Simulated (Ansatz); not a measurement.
Rows from a G0W0 calculation on BiSBr (Pnma) (Ansatz 0.2.0; G0W0 on LDA, plane waves, PAW; 2×6×2 mesh, 708 empty bands, screening to 100 eV, hard PAW files), in eV. Spin-orbit coupling is left out.

| row | k | band | start | Σx | Σc at the solution | Vxc |
| --- | --- | --- | --- | --- | --- | --- |
| A | Γ | v1 | 7.984 | -17.663 | 1.702 | -15.741 |
| B | (0.000, 0.167, 0.000) | v1 | 8.067 | -17.690 | 1.591 | -15.912 |
| C | Γ | c1 | 9.956 | -10.633 | -3.126 | -14.205 |
| D | (0.000, 0.167, 0.000) | c1 | 10.561 | -10.379 | -3.488 | -14.384 |
| E | (0.000, 0.167, 0.000) | c2 | 10.906 | -10.420 | -3.573 | -14.547 |
| F | Γ | c2 | 10.420 | -10.794 | -3.286 | -14.589 |

Question: Work out each quasiparticle level and how far it moved.

The quasiparticle equation reads E = start + Σx + Σc(E) − Vxc.

| row | E (eV) | shift (eV) |
| --- | --- | --- |
| A | 7.764 | −0.220 |
| B | 7.881 | −0.186 |
| C | 10.402 | +0.446 |
| D | 11.079 | +0.518 |
| E | 11.461 | +0.554 |
| F | 10.929 | +0.509 |

The gap over the computed points goes from 1.89 eV to 2.52 eV.

Limits: not at the basis limit; no spin-orbit coupling; coarse k mesh.

[Runs of the session that timed out or met a known fault of the program may be left out.]

[Cells called generated may have been cut or substituted from an entry of the Crystallography Open Database or the Materials Project.]

[Hosts, paths, dates, database ids (printed as entryN), source tags and the programs' standing remarks are cut or masked in the printed files.]
